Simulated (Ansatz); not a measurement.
# (KCl)2(PbTe)1 [001] superlattice, started as rocksalt type: following an unstable mode

Which phase does (KCl)2(PbTe)1 [001] superlattice, started as rocksalt type fall into along its unstable mode, and how much energy does it gain?

Main program and level: Ansatz 0.2.0; DFT PBE, scalar-relativistic, plane waves, PAW.

Most raw output is cut from this account.

The structure was built from a prototype and need not be the compound's stable phase.

## (1) Starting point

The structure is tetragonal, space group I4/mmm (No. 139). Conventional cell: a = 4.567 Å, b = 4.567 Å, c = 19.704 Å, α = 90.00°, β = 90.00°, γ = 90.00°. Nearest to Cl lie 5 K at 3.20 to 3.23 Å and 1 Pb at 3.24 Å. K has 5 Cl at 3.20 to 3.23 Å and 1 Te at 3.41 Å nearest. Nearest to Pb lie 4 Te at 3.23 Å and 2 Cl at 3.24 Å. Te has 4 Pb at 3.23 Å and 2 K at 3.41 Å nearest. Farther neighbours and most contacts between anions are not listed.

Coordinates:

```cif
data_structure
_symmetry_space_group_name_H-M 'I4/mmm'
_symmetry_Int_Tables_number 139
_cell_length_a 4.5666
_cell_length_b 4.5666
_cell_length_c 19.7039
_cell_angle_alpha 90.000
_cell_angle_beta 90.000
_cell_angle_gamma 90.000
_cell_volume 410.90
loop_
_atom_site_label
_atom_site_type_symbol
_atom_site_symmetry_multiplicity
_atom_site_Wyckoff_symbol
_atom_site_fract_x
_atom_site_fract_y
_atom_site_fract_z
_atom_site_occupancy
Cl1 Cl 4 e 0.00000 0.00000 0.16454 1
K1 K 4 e 0.00000 0.00000 0.67284 1
Pb1 Pb 2 a 0.00000 0.00000 0.00000 1
Te1 Te 2 b 0.50000 0.50000 0.00000 1
```

## (2) Linear response at the zone centre

The cell comes from relaxations at this level that are not shown. The zone centre is the only wavevector solved here; it holds the modes that light can see, as far as symmetry allows. The response to a homogeneous field gives the Born charges and the dielectric tensor, and its change with displacement the Raman tensors.

input.yaml reads:

```yaml
crystal:
  lattice:
    - [3.2290660069, 3.2290660069, 0.0]
    - [-3.2290660069, 3.2290660069, 0.0]
    - [3.2290660069, 0.0, 9.8519650043]
  atoms:
    - { symbol: Cl, position: [0.5021222928, 0.4978777072, -0.0042445857] }
    - { symbol: Cl, position: [0.8312110405, 0.1687889595, 0.337577919] }
    - { symbol: K, position: [-0.00617336, 0.00617336, 0.01234672] }
    - { symbol: K, position: [0.3395066933, 0.6604933067, 0.3209866133] }
    - { symbol: Pb, position: [0.6666666667, 0.3333333333, 0.6666666667] }
    - { symbol: Te, position: [0.1666666667, 0.8333333333, 0.6666666667] }
kpoints:
  mp_grid: { grid: [8, 8, 8] }
hamiltonian:
  xc: pbe
scf:
  occupations: { method: fixed }
output:
  eigenvalues: true
phonons:
  method: dfpt
  dielectric: true
  rigid_motions: translations
  raman: true
```

Launch:

```
$ ansatz run input.yaml --threads 8 --pin off --max-ram 14336MiB --backend cpu --events-out ev --progress --plain --runs-dir out
```

Elapsed: 26 min, on 8 threads of Intel Xeon Platinum 8488C (Sapphire Rapids), shared host; peak memory 8.6 GiB; 2.8 h of CPU time.

This step gave:

```yaml
gap_on_the_k_mesh: 1.187 eV
volume_per_atom: 34.24 Å³
sum_rule_residual_before_enforcement: 1.57e-4 eV/Å²
miss_of_the_charge_sum_rule: 0.01481 e
estimated_error_of_the_dielectric_tensor: 0.07784
estimated_error_of_the_born_charges: 0.06742 e
point_group: 4/mmm
highest_optical_mode_at_the_zone_centre_no_lo_to_term: 141.7 cm⁻¹
lowest_optical_zone_centre_mode: -16.22 cm⁻¹
mean_high_frequency_dielectric_constant: 9.113
largest_born_charge_third_of_the_trace: 5.268 e
top_of_the_zone_centre_spectrum_with_the_field: 184.4 cm⁻¹
```

Without the LO-TO term. Patterns of degenerate modes are one choice out of their space. The modes at Γ (shares of kinetic energy by element, %) (negative means imaginary):

```csv
mode,frequency (cm⁻¹),symmetry,Cl %,K %,Pb %,Te %
1,-16.2,Eu,0,0,36,64
2,-16.2,Eu,0,0,36,64
3,0.0,acoustic,15,16,43,26
4,0.0,acoustic,15,16,43,26
5,0.0,acoustic,15,16,43,26
6,27.9,A2u,36,6,51,8
7,37.5,Eu,25,44,21,10
8,37.5,Eu,25,44,21,10
9,51.8,Eg,41,59,0,0
10,51.8,Eg,41,59,0,0
11,81.3,A2u,41,0,5,53
12,115.4,Eu,60,40,0,0
13,115.4,Eu,60,40,0,0
14,117.4,Eg,59,41,0,0
15,117.4,Eg,59,41,0,0
16,119.7,A1g,63,37,0,0
17,132.5,A2u,8,78,1,13
18,141.7,A1g,37,63,0,0
```

Displacements in mode 2 (-16.2 cm⁻¹), the largest set to 1:
```
Cl1  0.00 -0.02  0.00
Cl2  0.00 -0.02  0.00
K3   0.00 -0.05  0.00
K4   0.00 -0.05  0.00
Pb5  0.00 -0.59  0.00
Te6 -0.01  1.00  0.00
```

Displacements in mode 12 (115.4 cm⁻¹), the largest set to 1:
```
Cl1  0.00  1.00  0.00
Cl2  0.00  1.00  0.00
K3   0.00 -0.77  0.00
K4   0.00 -0.77  0.00
Pb5  0.00 -0.03  0.00
Te6  0.00 -0.04  0.00
```

Before it was imposed, the acoustic sum rule was missed by 1.6e-4 eV/Å² and the charge sum rule by 0.015 e. Small misses are needed for a sound result but don't prove that mesh and cutoff are converged. The lowest optical mode is imaginary, 16.2i cm⁻¹, so the energy falls along it.

The log warns of the k mesh: “the force constants stand on the 8×8×8 k-mesh, whose period is 8.72 times the interband length at k = (0.0000, -0.5000, 0.0000), direct gap 1.187 eV, under 14: take them and everything formed from them as unconverged”.

## (3) The mode frozen in, largest atomic shift 0 Å

The mode followed lies at Γ with frequency 16.2i cm⁻¹ and is 2-fold degenerate, the softest among the wavevectors solved. At small amplitude the distorted cell has space group no. 8 by a symmetry search on the positions. The undistorted cell that holds it gives the zero of energy on the same k mesh.

input.yaml reads:

```yaml
crystal:
  lattice:
    - [3.2290660069, 3.2290660069, 0.0]
    - [-3.2290660069, 3.2290660069, 0.0]
    - [3.2290660069, 0.0, 9.8519650043]
  atoms:
    - { symbol: Cl, position: [0.5021222928, 0.4978777072, 0.9957554143] }
    - { symbol: Cl, position: [0.8312110405, 0.1687889595, 0.337577919] }
    - { symbol: K, position: [0.99382664, 0.00617336, 0.01234672] }
    - { symbol: K, position: [0.3395066933, 0.6604933067, 0.3209866133] }
    - { symbol: Pb, position: [0.6666666667, 0.3333333333, 0.6666666667] }
    - { symbol: Te, position: [0.1666666667, 0.8333333333, 0.6666666667] }
kpoints:
  mp_grid: { grid: [8, 8, 8] }
hamiltonian:
  xc: pbe
scf:
  occupations: { method: gaussian, width: 0.02 }
output:
  forces: true
  stress: true
  eigenvalues: true
```

It took 2.5 s on 8 threads; peak memory 0.97 GiB.

This step gave:

| Property | Result |
| --- | --- |
| pressure | -0.001695 GPa |
| energy from the undistorted cell | 0 meV/atom |

At this level the gap is 1.19 eV on the k-mesh of the self-consistent run, which can miss the band edges.

## (4) The mode frozen in, largest atomic shift 0.04 Å

The atoms are moved along the unstable eigenvector, the largest shift by 0.04 Å, with the cell fixed.

input.yaml, the sections that differ from step 3:

```yaml
crystal:
  lattice:
    - [3.2290660069, 3.2290660069, 0.0]
    - [-3.2290660069, 3.2290660069, 0.0]
    - [3.2290660069, 0.0, 9.8519650043]
  atoms:
    - { symbol: Cl, position: [0.5021368372, 0.4976804211, 0.9957554143] }
    - { symbol: Cl, position: [0.8312255849, 0.1685916735, 0.337577919] }
    - { symbol: K, position: [0.9938604481, 0.0057147724, 0.01234672] }
    - { symbol: K, position: [0.3395405015, 0.6600347191, 0.3209866133] }
    - { symbol: Pb, position: [0.6670455292, 0.3281942855, 0.6666666667] }
    - { symbol: Te, position: [0.1660226605, 0.8420688999, 0.6666666667] }
# kpoints, hamiltonian, scf, output: as in step 3
```

Wall time 9.6 s (8 threads); peak memory 1.3 GiB; 71 s of CPU time.

Numbers from this step:

```yaml
pressure: 0.01715 GPa
gap_on_the_k_mesh: 1.190 eV
energy_from_the_undistorted_cell: -0.016 meV/atom
```

The energy, extrapolated to zero smearing, is -0.02 meV/atom against the undistorted cell.

The run ends at a pressure of 0.02 GPa, with forces up to 0.0012 eV/Å.

## (5) Energy along the mode, all amplitudes (two of the runs are shown above)

An imaginary frequency means negative curvature, so the energy should fall and then rise again as anharmonic terms take over.

This step gave:

```yaml
depth_at_the_lowest_point_sampled: 0.016 meV/atom
largest_atomic_shift_at_that_point: 0.04 Å
```

The energy from the parent by largest atomic shift:

```csv
largest atomic shift (Å),energy from the parent (meV/atom)
0.0000,0
0.0400,-0.016
0.0800,0.053
0.1400,1.05
0.2200,6.59
```

Displacement at unit largest shift by atom:

```csv
atom,x (Å),y (Å),z (Å),size
Cl1,0.017,-0.015,0.000,0.023
Cl2,0.017,-0.015,0.000,0.023
K3,0.040,-0.034,0.000,0.052
K4,0.040,-0.034,0.000,0.052
Pb5,0.445,-0.384,0.000,0.588
Te6,-0.757,0.653,0.000,1.000
```

## (6) Summary of results

```
unstable mode of the parent        : q = (0, 0, 0), 16i cm⁻¹
depth at the lowest point sampled  : 0.016 meV/atom
largest atomic shift at that point : 0.04 Å
```

What this shows: Freezing this pattern in gains under 0.02 meV/atom on the steps tried, so a well, if there is one, is too shallow to show. With the field response the log warns that the k mesh is coarse for the force constants too, so the frequencies may not be converged. Spin-orbit coupling is left out, which can matter for the heavy elements here. The starting cell was built on a prototype and not taken from a measurement, so the phase need not exist. These are harmonic frequencies at zero temperature: anharmonic shifts, linewidths and thermal expansion are left out.

[Logs are printed without paths, hosts, clocks, repeated set-up lines and the standing remarks that a program may print on its own settings, such as how far it seeks lower states.]

[Hosts, paths, dates, database ids (printed as entryN), source tags and the programs' standing remarks are cut or masked in the printed files.]
